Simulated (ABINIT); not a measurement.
# Cl (Cmce): G0W0 in ABINIT against the bands in the screening, part 2 of 2

Aim: move the bands in the screening of a G0W0 run on Cl (Cmce) over a wide range.

ABINIT 10.8.3; PBE and many-body steps on it, plane waves. Known limits of the many-body steps: not at the basis limit; coarse k mesh.

So far. Step 2 (Screening, 4×4×2 mesh, 22 bands, screening to 130.6 eV): Local fields lower ε∞ by 13 %. On a Γ-centred mesh this coarse the value itself is usually too large, while a short band sum pulls it down. Step 5 (34 bands): The gap on the mesh goes from 2.47 eV to 5.85 eV, a correction of +3.38 eV.

## (6) Screening, 4×4×2 mesh, 101 bands, screening to 130.6 eV

This step: RPA screening on PBE, plane waves, norm-conserving pseudopotentials.

Input file run.abi:

```
acell 3*1.0 Angstrom
rprim 
  3.145000000000 -2.250000000000 0.000000000000
  3.145000000000 2.250000000000 0.000000000000
  0.000000000000 0.000000000000 8.210000000000
ntypat 1
znucl 17
natom 4
typat 1 1 1 1
xred 
  0.870000000000 0.130000000000 0.100000000000
  0.630000000000 0.370000000000 0.600000000000
  0.130000000000 0.870000000000 0.900000000000
  0.370000000000 0.630000000000 0.400000000000
pp_dirpath "pseudos"
pseudos "Cl.upf"
ecut 25
ngkpt 4 4 2
nshiftk 1
shiftk 0 0 0
kptopt 1
chksymbreak 0
istwfk *1
occopt 1
irdwfk 1
optdriver 3
nband 101
ecuteps 4.8
inclvkb 2
awtr 1
symchi 1
indata_prefix "in"
outdata_prefix "out"
tmpdata_prefix "tmp"
```

Launch:

```console
$ OMP_NUM_THREADS=1 mpirun -n 4 abinit run.abi > log
```

Log:

```text
.Version 10.8.3 of ABINIT. v10.8.2 released Aug 2026.

 Symmetries : space group Cm c a (# 64); Bravais oC (1-face-center ortho.)
[... echo of the input left out ...]
== DATASET  1 ==================================================================
-   mpi_nproc: 4, omp_nthreads: 1 (-1 if OMP is not activated)

--- !DatasetInfo
iteration_state: {dtset: 1, }
dimensions: {natom: 4, nkpt: 14, mband: 101, nsppol: 1, nspinor: 1, nspden: 1, mpw: 4726, }
cutoff_energies: {ecut:  25.0, pawecutdg:  -1.0, }
[...]
--------------------------------------------------------------------------------
[... chi0 elements left out ...]
 For q-point:  0.000010 0.000020 0.000030
  dielectric constant =   2.8084
  dielectric constant without local fields =   3.4583

  Average fulfillment of the sum rule on Im[epsilon] for q-point    1 :     65.85  [%]
[... wings left out ...]
  q-point number  2        q = ( 0.250000, 0.000000, 0.000000) [r.l.u.]
--------------------------------------------------------------------------------
[... chi0 elements left out ...]
  Average fulfillment of the sum rule on Im[epsilon] for q-point    2 :     71.01  [%]

 [... 12 further q-points ...]
```

Run time: 70 s. Hardware: 4 MPI ranks of Arm Neoverse V2, shared host; peak memory 1.5 GiB.

This step gave:

| Quantity | Value |
| --- | --- |
| ε∞ with local fields, on this mesh, along the program's q direction | 2.808 |
| the same without local fields | 3.458 |
| plasma frequency | 18.23 eV |
| plane waves in the screening matrix | 403 |

## (7) 101 bands

This step: G0W0 on PBE, plane waves, norm-conserving pseudopotentials.

run.abi: that of step 6 with these lines changed.

```diff
@@ -25,8 +25,17 @@
 irdwfk 1
-optdriver 3
+optdriver 4
 nband 101
+gwcalctyp 0
+ecutsigx 25
+symsigma 1
+nkptgw 2
+kptgw 
+  0.5000000000 0.5000000000 0.0000000000
+  0.0000000000 0.0000000000 0.0000000000
+bdgw 
+  13 16
+  13 16
 ecuteps 4.8
-inclvkb 2
-awtr 1
-symchi 1
+irdscr 1
+ppmodel 1
 indata_prefix "in"
```

Log:

```text
.Version 10.8.3 of ABINIT. v10.8.2 released Aug 2026.

 Symmetries : space group Cm c a (# 64); Bravais oC (1-face-center ortho.)
[... echo of the input left out ...]
== DATASET  1 ==================================================================
-   mpi_nproc: 4, omp_nthreads: 1 (-1 if OMP is not activated)

--- !DatasetInfo
iteration_state: {dtset: 1, }
dimensions: {natom: 4, nkpt: 14, mband: 101, nsppol: 1, nspinor: 1, nspden: 1, mpw: 4726, }
cutoff_energies: {ecut:  25.0, pawecutdg:  -1.0, }
[...]
Band     E0 <VxcDFT>   SigX SigC(E0)      Z dSigC/dE  Sig(E)    E-E0       E
[...]
15   1.645 -13.980  -8.981  -2.758   0.795  -0.258 -12.198   1.782   3.427
       16   2.208 -14.626  -9.222  -2.918   0.787  -0.271 -12.670   1.957   4.164

== END DATASET(S) ==============================================================
================================================================================

 -outvars: echo values of variables after computation  --------
           etotal      0.0000000000E+00
            nband         101
             nkpt          14
          spgroup          64
 [... the other variables as echoed above ...]

 Calculation completed.
```

Run time: 20 s. Hardware: 4 MPI ranks; peak memory 1.7 GiB.

This step gave:

| Property | Result |
| --- | --- |
| G0W0 gap on the points computed | 5.661 eV |
| starting gap on the mesh | 2.469 eV |
| k of the valence top | 0.5, 0.5, 0 |
| k of the conduction bottom | 0, 0, 0 |
| least direct G0W0 gap on the computed points | 5.713 eV |

Against the run before, the gap moves by −0.186 eV.

## (8) Screening, 4×4×2 mesh, 217 bands, screening to 130.6 eV

This step: RPA screening on PBE, plane waves, norm-conserving pseudopotentials.

run.abi: that of step 7 with these lines changed.

```diff
@@ -25,17 +25,8 @@
 irdwfk 1
-optdriver 4
-nband 101
-gwcalctyp 0
-ecutsigx 25
-symsigma 1
-nkptgw 2
-kptgw 
-  0.5000000000 0.5000000000 0.0000000000
-  0.0000000000 0.0000000000 0.0000000000
-bdgw 
-  13 16
-  13 16
+optdriver 3
+nband 217
 ecuteps 4.8
-irdscr 1
-ppmodel 1
+inclvkb 2
+awtr 1
+symchi 1
 indata_prefix "in"
```

Log:

```text
.Version 10.8.3 of ABINIT. v10.8.2 released Aug 2026.

 Symmetries : space group Cm c a (# 64); Bravais oC (1-face-center ortho.)
[... echo of the input left out ...]
== DATASET  1 ==================================================================
-   mpi_nproc: 4, omp_nthreads: 1 (-1 if OMP is not activated)

--- !DatasetInfo
iteration_state: {dtset: 1, }
dimensions: {natom: 4, nkpt: 14, mband: 217, nsppol: 1, nspinor: 1, nspden: 1, mpw: 4726, }
cutoff_energies: {ecut:  25.0, pawecutdg:  -1.0, }
[...]
--------------------------------------------------------------------------------
[... chi0 elements left out ...]
 For q-point:  0.000010 0.000020 0.000030
  dielectric constant =   2.8130
  dielectric constant without local fields =   3.4615

  Average fulfillment of the sum rule on Im[epsilon] for q-point    1 :     78.55  [%]
[... wings left out ...]
  q-point number  2        q = ( 0.250000, 0.000000, 0.000000) [r.l.u.]
--------------------------------------------------------------------------------
[... chi0 elements left out ...]
  Average fulfillment of the sum rule on Im[epsilon] for q-point    2 :     80.83  [%]

 [... 12 further q-points ...]
```

Elapsed: 2.6 min, on 4 MPI ranks; peak memory 2.4 GiB.

Numbers from this step:

```yaml
eps_infinity_with_local_fields_on_this_mesh_along_the_program_s_q_direction: 2.813
the_same_without_local_fields: 3.462
plasma_frequency: 18.23 eV
plane_waves_in_the_screening_matrix: 403
```

## (9) 217 bands

This step: G0W0 on PBE, plane waves, norm-conserving pseudopotentials.

run.abi: that of step 8 with these lines changed.

```diff
@@ -25,8 +25,17 @@
 irdwfk 1
-optdriver 3
-nband 217
+optdriver 4
+nband 101
+gwcalctyp 0
+ecutsigx 25
+symsigma 1
+nkptgw 2
+kptgw 
+  0.5000000000 0.5000000000 0.0000000000
+  0.0000000000 0.0000000000 0.0000000000
+bdgw 
+  13 16
+  13 16
 ecuteps 4.8
-inclvkb 2
-awtr 1
-symchi 1
+irdscr 1
+ppmodel 1
 indata_prefix "in"
```

Log:

```text
.Version 10.8.3 of ABINIT. v10.8.2 released Aug 2026.

 Symmetries : space group Cm c a (# 64); Bravais oC (1-face-center ortho.)
[... echo of the input left out ...]
== DATASET  1 ==================================================================
-   mpi_nproc: 4, omp_nthreads: 1 (-1 if OMP is not activated)

--- !DatasetInfo
iteration_state: {dtset: 1, }
dimensions: {natom: 4, nkpt: 14, mband: 101, nsppol: 1, nspinor: 1, nspden: 1, mpw: 4726, }
cutoff_energies: {ecut:  25.0, pawecutdg:  -1.0, }
[...]
Band     E0 <VxcDFT>   SigX SigC(E0)      Z dSigC/dE  Sig(E)    E-E0       E
[...]
15   1.645 -13.980  -8.981  -2.819   0.795  -0.257 -12.246   1.734   3.379
       16   2.208 -14.626  -9.222  -2.983   0.787  -0.270 -12.720   1.906   4.114

== END DATASET(S) ==============================================================
================================================================================

 -outvars: echo values of variables after computation  --------
           etotal      0.0000000000E+00
            nband         101
             nkpt          14
          spgroup          64
 [... the other variables as echoed above ...]

 Calculation completed.
```

It took 20 s on 4 MPI ranks; peak memory 1.7 GiB; 78 s of CPU time.

Numbers from this step:

```yaml
g0w0_gap_on_the_points_computed: 5.640 eV
starting_gap_on_the_mesh: 2.469 eV
k_of_the_valence_top: 0.5, 0.5, 0
k_of_the_conduction_bottom: 0, 0, 0
least_direct_g0w0_gap_on_the_computed_points: 5.692 eV
```

Against the run before, the gap moves by −0.021 eV.

## (10) Side by side

Times are wall times on 4 MPI ranks of Arm Neoverse V2, shared host, good to a factor of about two. A run's time includes the screening step that it read.

```
      run   mesh  bands  screening cutoff (eV)  DFT gap (eV)  gap on the mesh (eV)  direct (eV)  ε∞ used     time
 22 bands  4×4×2    101                  130.6         2.469                 6.326        6.377     2.53     29 s
 34 bands  4×4×2    101                  130.6         2.469                 5.847        5.898     2.76     39 s
101 bands  4×4×2    101                  130.6         2.469                 5.661        5.713     2.81     90 s
217 bands  4×4×2    101                  130.6         2.469                 5.640        5.692     2.81  2.9 min
```

## (11) Results

```yaml
22_bands: 6.326 eV
34_bands: 5.847 eV
101_bands: 5.661 eV
217_bands: 5.640 eV
known_limits: not at the basis limit; coarse k mesh
```

The setting moved: bands in the screening. From 22 bands to 217 bands the gap moves by −0.69 eV, for 6.0 times the time. The last step still moves it by −0.021 eV. Bands and screening cutoff are coupled, so a series along one setting does not show full convergence. Bands and cutoff are finite, so the gap is not at the basis limit. The miss can reach some tenths of an eV and take either sign; the mesh is an error of its own. In the G0W0 runs levels were corrected at 2 k points alone, so a gap called «on the mesh» is the least over those, and an edge elsewhere would be missed. The 4×4×2 mesh is coarse for this cell, which bears on the long-range parts of exchange and screening.

[Paths, hosts, dates, memory and timing lines, banners, echoed tables and standing remarks are left out of the program output.]

[Logs are printed without paths, hosts, clocks, repeated set-up lines and the standing remarks that a program may print on its own settings, such as how far it seeks lower states.]

[Runs of the session that timed out or met a known fault of the program may be left out.]

[Hosts, paths, dates, database ids (printed as entryN), source tags and the programs' standing remarks are cut or masked in the printed files.]

[G0W0 gaps are taken among the corrected bands and points alone; a level outside them can change the order at an edge.]

[Where Ansatz stands beside ABINIT at settings called matched, ABINIT's density can come from a denser mesh and the files from another edition; pairs whose starting gaps differed by over 0.03 eV were left out, so agreement reads better than it is.]
